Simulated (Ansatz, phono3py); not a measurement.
# Heat carried by phonons in SrCl2 (Fm-3m), part 4 of 6

Wanted: κ(T), lifetimes and mean free paths for SrCl2.

Measurements to reproduce:
- thermal conductivity 2.3 W/m/K near room temperature (given in “Predicting the lattice thermal conductivity of solids by solving the Boltzmann transport equation: AFLOW - AAPL an automated, accurate and efficient framework”, 2017, arXiv:1611.05481)

Ansatz 0.2.0; DFT RPBE, scalar-relativistic, plane waves, PAW.

So far, highest frequency (cm⁻¹): step 7 (a first look at the harmonic spectrum) 206. The relaxed cell has a = 7.181 Å (conventional setting).

## Step 8: Third-order constants and the Boltzmann equation

Pairs of atoms inside the cutoff are displaced in a supercell, the forces give the cubic constants, and these give the three-phonon rates of the Boltzmann equation.

input.yaml reads:

```yaml
crystal:
  lattice:
    - [0.0, 3.5907492451, 3.5907492451]
    - [3.5907492451, 0.0, 3.5907492451]
    - [3.5907492451, 3.5907492451, 0.0]
  atoms:
    - { symbol: Sr, position: [0.0, 0.0, 0.0] }
    - { symbol: Cl, position: [0.25, 0.25, 0.25] }
    - { symbol: Cl, position: [0.75, 0.75, 0.75] }
kpoints:
  mp_grid: { grid: [4, 4, 4] }
hamiltonian:
  xc: rpbe
scf:
  occupations: { method: fixed }
output:
  eigenvalues: true
phonons:
  method: fd
  dielectric: true
  qmesh: [4, 4, 4]
  temperatures: { t_max: 1000, t_step: 50 }
  qpath:
    path:
      - [[0.0, 0.0, 0.0], [0.5, 0.0, 0.5], [0.625, 0.25, 0.625]]
      - [[0.375, 0.375, 0.75], [0.0, 0.0, 0.0], [0.5, 0.5, 0.5], [0.5, 0.25, 0.75], [0.5, 0.0, 0.5]]
    npoints: 10
  third_order: { supercell: [2, 2, 2], pair_cutoff: 3.26 }
  lattice_thermal_conductivity:
    qmesh: [9, 9, 9]
    temperatures: [50.0, 100.0, 150.0, 200.0, 300.0, 400.0, 500.0, 600.0, 800.0]
    isotope_mass_variance:
      - { species: Cl, variance: 0.0005827 }
      - { species: Sr, variance: 6.1e-05 }
```

Command:

```bash
$ ansatz run input.yaml --threads 4 --pin off --max-ram 16384MiB --backend cpu --events-out ev --progress --plain --runs-dir out
```

Numbers of over 12 decimals in the logs are rounded to 6 here.

Log:

```text
[...]
Warning: phonons.dielectric: true without phonons.rigid_motions: the static dielectric tensor ε⁰ will be withheld (ε∞, Z* and the rows of modes are given); for a crystal or a slab, whose only rigid motions are the translations, set phonons.rigid_motions: translations
[...]
Crystal: 12 atoms, lattice volume = 370.378 Å³
Basis set: ecut = 420 eV, 7233 PW (Γ), FFT grids on a1, a2, −2a1−2a2+a3, exchange–correlation on 72×100×144 points (8 copies of the dense FFT grid, shifted against one another)
Bands: 60, of which v1, the nominal top of the filled ones, is band 48 counted from 1 (47 counted from 0)
Symmetry: 32 space group operations
k-points: 9 of 16
[...]
SCF iter   1: F=—  HF=-22899.958612 eV  |F-HF|=—  |Δ(HF+E_count)|=         —  Δρ=8.48e-8  dr2=1.14e-11  ethr=1.00e-12  ⟨swp⟩=3.0  Hψ=1360  notcnv=0
[...]
SCF iter   2: F=-22899.958612 eV  HF=-22899.958612 eV  |F-HF|=2.55e-11  |Δ(HF+E_count)|=  2.55e-11  Δρ=4.62e-8  dr2=3.10e-12  ethr=1.00e-12  ⟨swp⟩=4.1  Hψ=1609  notcnv=0
SCF 1 converged in 2 iterations: F = -22899.958612 eV  dr2 = 3.10e-12
[...]
Crystal: 3 atoms, lattice volume = 92.595 Å³
Basis set: ecut = 420 eV, 1837 PW (Γ), exchange–correlation on 72×72×72 points (8 copies of the dense FFT grid, shifted against one another)
Bands: 16, of which v1, the nominal top of the filled ones, is band 12 counted from 1 (11 counted from 0)
Symmetry: 48 space group operations
k-points: 13 of 64 (irreducible under 8 space group operations, time reversal used)
[...]
SCF iter   3: F=-5724.989653 eV  HF=-5724.989653 eV  |F-HF|=5.46e-12  |Δ(HF+E_count)|=  5.46e-12  Δρ=1.25e-7  dr2=4.92e-12  ethr=1.00e-12  ⟨swp⟩=1.0  Hψ=468  notcnv=0
SCF 2 converged in 3 iterations: F = -5724.989653 eV  dr2 = 4.92e-12
[...]
Symmetry: 1 space group operations
k-points: 10 of 16 (time reversal used)
[...]
SCF iter   7: F=-22899.958604 eV  HF=-22899.958604 eV  |F-HF|=7.28e-12  |Δ(HF+E_count)|=  2.18e-11  Δρ=1.98e-8  dr2=2.18e-12  ethr=1.00e-12  ⟨swp⟩=6.0  Hψ=2884  notcnv=0
SCF 3 converged in 7 iterations: F = -22899.958604 eV  dr2 = 2.18e-12
[...]
SCF iter   6: F=-22899.958604 eV  HF=-22899.958604 eV  |F-HF|=7.28e-12  |Δ(HF+E_count)|=  1.24e-10  Δρ=2.86e-8  dr2=4.50e-12  ethr=1.00e-12  ⟨swp⟩=6.0  Hψ=3213  notcnv=0
SCF 4 converged in 6 iterations: F = -22899.958604 eV  dr2 = 4.50e-12
[...]
SCF iter   5: F=-22899.958604 eV  HF=-22899.958604 eV  |F-HF|=1.46e-11  |Δ(HF+E_count)|=  1.16e-10  Δρ=2.87e-8  dr2=1.36e-12  ethr=1.00e-12  ⟨swp⟩=6.0  Hψ=2733  notcnv=0
SCF 5 converged in 5 iterations: F = -22899.958604 eV  dr2 = 1.36e-12
Basis set: ecut = 420 eV, 7247 PW (Γ), FFT grids on a1, a2, −a1+2a2+a3, exchange–correlation on 72×120×120 points (8 copies of the dense FFT grid, shifted against one another)
Symmetry: 16 space group operations
k-points: 7 of 16
SCF iter   1: F=—  HF=-22899.958611 eV  |F-HF|=—  |Δ(HF+E_count)|=         —  Δρ=8.65e-8  dr2=9.61e-12  ethr=1.00e-12  ⟨swp⟩=3.0  Hψ=1041  notcnv=0
[...]
SCF iter   2: F=-22899.958611 eV  HF=-22899.958611 eV  |F-HF|=2.55e-11  |Δ(HF+E_count)|=  4.00e-11  Δρ=4.82e-8  dr2=2.97e-12  ethr=1.00e-12  ⟨swp⟩=4.0  Hψ=1221  notcnv=0
SCF 6 converged in 2 iterations: F = -22899.958611 eV  dr2 = 2.97e-12
Symmetry: 2 space group operations
k-points: 7 of 16 (time reversal used)
[...]
SCF iter   7: F=-22899.958601 eV  HF=-22899.958601 eV  |F-HF|=0.00e0  |Δ(HF+E_count)|=  4.00e-11  Δρ=2.11e-8  dr2=1.93e-12  ethr=1.00e-12  ⟨swp⟩=6.0  Hψ=2093  notcnv=0
SCF 7 converged in 7 iterations: F = -22899.958601 eV  dr2 = 1.93e-12
[...]
SCF iter   7: F=-22899.958605 eV  HF=-22899.958605 eV  |F-HF|=3.64e-12  |Δ(HF+E_count)|=  2.55e-11  Δρ=1.98e-8  dr2=1.93e-12  ethr=1.00e-12  ⟨swp⟩=6.0  Hψ=2800  notcnv=0
SCF 8 converged in 7 iterations: F = -22899.958605 eV  dr2 = 1.93e-12
[...]
SCF 9 converged in 6 iterations: F = -22899.958604 eV  dr2 = 4.87e-12
[...]
SCF 10 converged in 9 iterations: F = -22899.958604 eV  dr2 = 2.28e-12
[...]
SCF 11 converged in 6 iterations: F = -22899.958604 eV  dr2 = 4.27e-12
[...]
SCF 12 converged in 9 iterations: F = -22899.958604 eV  dr2 = 7.21e-13
Basis set: ecut = 420 eV, 7233 PW (Γ), FFT grids on a1, a2, −2a1+2a2+a3, exchange–correlation on 72×72×200 points (8 copies of the dense FFT grid, shifted against one another)
Symmetry: 64 space group operations
k-points: 6 of 16
[...]
SCF 13 converged in 2 iterations: F = -22899.958612 eV  dr2 = 1.20e-11
[...]
SCF 14 converged in 7 iterations: F = -22899.958603 eV  dr2 = 2.59e-12
[...]
SCF 15 converged in 6 iterations: F = -22899.958604 eV  dr2 = 3.95e-12
Basis set: ecut = 420 eV, 7209 PW (Γ), FFT grids on a1, a2, 2a1−a2+a3, exchange–correlation on 120×100×100 points (8 copies of the dense FFT grid, shifted against one another)
k-points: 5 of 16
[...]
SCF 16 converged in 2 iterations: F = -22899.958612 eV  dr2 = 1.09e-12
[...]
SCF 17 converged in 7 iterations: F = -22899.958604 eV  dr2 = 2.19e-12
k-points: 8 of 16 (time reversal used)
[...]
SCF 18 converged in 6 iterations: F = -22899.958605 eV  dr2 = 3.64e-12
[...]
SCF 19 converged in 3 iterations: F = -22899.958605 eV  dr2 = 2.97e-12
Basis set: ecut = 420 eV, 7279 PW (Γ), FFT grids on a1, a2, −a1−a2+a3, exchange–correlation on 72×72×240 points (8 copies of the dense FFT grid, shifted against one another)
k-points: 4 of 16
[...]
SCF 20 converged in 2 iterations: F = -22899.958611 eV  dr2 = 9.94e-12
[...]
SCF 21 converged in 7 iterations: F = -22899.958604 eV  dr2 = 1.82e-12
[...]
SCF 22 converged in 6 iterations: F = -22899.958604 eV  dr2 = 4.63e-12
[...]
SCF 23 converged in 8 iterations: F = -22899.958604 eV  dr2 = 5.63e-12
[...]
SCF 38 converged in 7 iterations: F = -45799.914985 eV  dr2 = 4.81e-10
[...]
SCF iter   7: F=-45799.914769 eV  HF=-45799.914769 eV  |F-HF|=2.33e-10  |Δ(HF+E_count)|=   4.39e-9  Δρ=2.17e-7  dr2=4.95e-10  ethr=1.00e-12  ⟨swp⟩=5.0  Hψ=2760  notcnv=0
SCF 39 converged in 7 iterations: F = -45799.914769 eV  dr2 = 4.95e-10
[...]
SCF iter   7: F=-45799.913021 eV  HF=-45799.913021 eV  |F-HF|=1.46e-10  |Δ(HF+E_count)|=   4.87e-9  Δρ=1.49e-7  dr2=2.32e-10  ethr=1.00e-12  ⟨swp⟩=5.0  Hψ=2299  notcnv=0
SCF 40 converged in 7 iterations: F = -45799.913021 eV  dr2 = 2.32e-10
[...]
SCF iter   7: F=-45799.915123 eV  HF=-45799.915123 eV  |F-HF|=6.55e-11  |Δ(HF+E_count)|=   2.55e-9  Δρ=1.08e-7  dr2=1.20e-10  ethr=1.00e-12  ⟨swp⟩=4.7  Hψ=2573  notcnv=0
SCF 41 converged in 7 iterations: F = -45799.915123 eV  dr2 = 1.20e-10
[...]
SCF iter   7: F=-45799.915231 eV  HF=-45799.915231 eV  |F-HF|=3.27e-10  |Δ(HF+E_count)|=   4.07e-9  Δρ=2.17e-7  dr2=4.86e-10  ethr=1.00e-12  ⟨swp⟩=5.0  Hψ=2760  notcnv=0
SCF 42 converged in 7 iterations: F = -45799.915231 eV  dr2 = 4.86e-10
[...]
SCF iter   7: F=-45799.915017 eV  HF=-45799.915017 eV  |F-HF|=2.47e-10  |Δ(HF+E_count)|=   4.19e-9  Δρ=2.23e-7  dr2=5.15e-10  ethr=1.00e-12  ⟨swp⟩=5.0  Hψ=3680  notcnv=0
SCF 43 converged in 7 iterations: F = -45799.915017 eV  dr2 = 5.15e-10
[...]
SCF iter   7: F=-45799.914938 eV  HF=-45799.914938 eV  |F-HF|=2.76e-10  |Δ(HF+E_count)|=   4.37e-9  Δρ=2.09e-7  dr2=4.48e-10  ethr=1.00e-12  ⟨swp⟩=5.0  Hψ=3680  notcnv=0
SCF 44 converged in 7 iterations: F = -45799.914938 eV  dr2 = 4.48e-10
[...]
SCF iter   7: F=-45799.914724 eV  HF=-45799.914724 eV  |F-HF|=3.35e-10  |Δ(HF+E_count)|=   4.41e-9  Δρ=2.25e-7  dr2=5.19e-10  ethr=1.00e-12  ⟨swp⟩=5.0  Hψ=2760  notcnv=0
SCF 45 converged in 7 iterations: F = -45799.914724 eV  dr2 = 5.19e-10
SCF converged after 2 iterations
Free energy (F): -22899.958612 eV
[...]
Internal energy: -22899.958612 eV  (E = F + TS)
E sigma→0 (E₀):  -22899.958612 eV
Fermi energy:    2.435805 eV
[...]
--- Band table (eV; the first three rows and the last of 9) ---
  k-point 0: bands = [... 44 lower, 2.1407, 2.2047, 2.2047, 2.4358, 7.7688, 8.1889, 8.7035, 8.7035, ... 8 higher]
  k-point 1: bands = [... 44 lower, 1.9401, 1.9401, 2.0453, 2.0453, 8.7027, 8.7027, 8.8240, 8.8240, ... 8 higher]
  k-point 2: bands = [... 44 lower, 2.1493, 2.1493, 2.1493, 2.1493, 8.6106, 8.6106, 9.1901, 9.1901, ... 8 higher]
  k-point 8: bands = [... 44 lower, 2.1823, 2.1823, 2.3510, 2.3510, 8.8209, 8.8209, 9.2172, 9.2172, ... 8 higher]
--- Phonons: 17 displaced members + 5 references (amplitude of the first 0.0025 Å, Σ member SCF iterations 112) ---
  ASR residual: 5.641e-4 → 0.000e0 eV/Å²; symmetrization residual: 8.047e-5 eV/Å²
  largest component of a force at the reference: 2.8e-8 eV/Å
  ASR residual per site (eV/Å²): 5.64e-4 2.48e-4 2.48e-4
  Γ frequencies (cm⁻¹): 0.00 0.00 0.00 107.06 107.06 107.06 159.08 159.08 159.08
  Unit cell's response to a homogeneous field, on a k mesh of 4×4×4: 1 representative field direction (Σ response iterations 8)
  ε∞ (high-frequency dielectric tensor):
        2.743242     0.000000     0.000000
        0.000000     2.743242    -0.000000
        0.000000     0.000000     2.743242
  ε⁰ (static dielectric tensor): not given — the deck does not say what the cell's rigid motions are, and on a molecule in a box or a wire the rigid rotations would enter the sum over the modes at Γ. For a crystal or a slab, whose only rigid motions are the translations, set phonons.rigid_motions: translations.
  Born effective charges Z* (e; rows j = field, columns β = displacement):
    site 0:
         2.51177   -0.00000    0.00000
         0.00000    2.51177   -0.00000
         0.00000    0.00000    2.51177
    site 1:
        -1.25588    0.00000   -0.00000
         0.00000   -1.25588    0.00000
         0.00000   -0.00000   -1.25588
    site 2:
        -1.25588    0.00000   -0.00000
         0.00000   -1.25588    0.00000
         0.00000   -0.00000   -1.25588
  Z* charge neutrality: 8.076e-5 e pre-enforcement
  k-mesh period / interband length: 20.3 Å / 1.17 Å = 17.41 at k = (0.0000, 0.0000, 0.0000), direct gap 5.628 eV — 14 or more, which is no proof of convergence
  optical modes at Γ without the LO–TO term, one row a degenerate level:
      ω (cm⁻¹)  modes    IR ((D/Å)²/amu)
        107.06      3            11.1423
        159.08      3             0.0000
  optical modes at Γ + LO–TO along q̂ = [1.0000, 0.0000, 0.0000]:
      ω (cm⁻¹)  modes    IR ((D/Å)²/amu)
        107.06      2             7.4282
        159.08      3             0.0000
        206.51      1             3.7141
  optical modes at Γ + LO–TO along q̂ = [0.0000, 1.0000, 0.0000]:
      ω (cm⁻¹)  modes    IR ((D/Å)²/amu)
        107.06      2             7.4282
        159.08      3             0.0000
        206.51      1             3.7141
  optical modes at Γ + LO–TO along q̂ = [0.0000, 0.0000, 1.0000]:
      ω (cm⁻¹)  modes    IR ((D/Å)²/amu)
        107.06      2             7.4282
        159.08      3             0.0000
        206.51      1             3.7141
--- Phonons (by wavevector): 8 wavevectors in 5 supercells ---
  supercell 1 (4 cells, vectors [1, 0, 0], [-1, 1, 1], [0, 0, 4] in multiples of the cell's): 3 displaced members by 0.0025 Å; free energy -22899.958612 eV; taken off its force constants: by the sum rule 3.2e-4, by the symmetrisation 7.1e-5 eV/Å²
  symmetry images taken by strict's conditions (phonons.symmetry_images: auto; settled by no image being taken that strict refuses)
[...]
q = [0.0000, 0.0000, 0.0000] (star 1, supercell 1; hermiticity 3.58e-17, symmetrization 1.29e-5): -0.00 -0.00 -0.00 107.06 107.06 107.06 159.08 159.08 159.08
[...]
joined force constants: q→R imaginary residual 5.37e-18
[...]
--- Third-order force constants: 21 member SCFs in a 2×2×2 supercell (pair cutoff 3.260 Å, amplitude 0.03 Å, SCF threshold 1.00e-9 eV, Σ member SCF iterations 147) ---
[...]
51 force-constant blocks with the first atom in the home cell, fitted with 9 parameters over 4 symmetry orbits; no atom triplet left out
  sum-rule residual: 4.574e-1 → 4.403e-15 eV/Å³; symmetrization residual: 9.330e-4 eV/Å³; largest sum-rule correction relative to its orbit: 1.174e-1, on the orbit of the block of home site 1 with site 1 of cell (0, 0, 0) and site 1 of cell (0, 0, 0), whose norm before the correction was 9.921e0 eV/Å³
--- Lattice thermal conductivity: 9×9×9 mesh (35 irreducible points), tetrahedron method ---
  three-phonon and isotope scattering only; four-phonon, boundary and, in a metal, phonon-electron scattering are left out
  each conductivity is what the modes' populations carry and what the coherences between them add
  conductivity (a third of the tensor's trace), W/(m K), in the relaxation-time approximation and from the full solution:
       T (K)   relaxation time   full solution  iterations             ending  least Ritz value
       50.00            7.4570          7.4978           6          converged          7.665e-1
      100.00            3.4848          3.4961           6          converged          7.790e-1
      150.00            2.3842          2.3899           6          converged          7.806e-1
      200.00            1.8471          1.8508           6          converged          7.809e-1
      300.00            1.3115          1.3136           6          converged          7.810e-1
      400.00            1.0414          1.0429           6          converged          7.809e-1
      500.00            0.8771          0.8783           6          converged          7.808e-1
      600.00            0.7658          0.7667           6          converged          7.808e-1
      800.00            0.6228          0.6235           6          converged          7.807e-1
```

The job ended after 3.6 min (4 threads of Arm Neoverse V1, shared host; peak memory 2.2 GiB; 14 min of CPU time).

The run finished. A setting was moved off its sound value on purpose, so it serves as a test and not as the result.

The fault put into the input: a cutoff that holds one neighbour distance alone, with which κ at 300 K comes out at 1.31 W/(m K) (third-order constants and lattice thermal conductivity).

(Part 4 of 6 ends here.)

[Logs are printed without paths, hosts, clocks, repeated set-up lines and the standing remarks that a program may print on its own settings, such as how far it seeks lower states.]

[Hosts, paths, dates, database ids (printed as entryN), source tags and the programs' standing remarks are cut or masked in the printed files.]

[A step with changed settings may run another functional than the one named; its input shows which.]

[Pressures of single members of a volume series are the stress at the run's cutoff; with an incomplete basis they can lie off −dE/dV of the same runs, and they are not shown converged.]
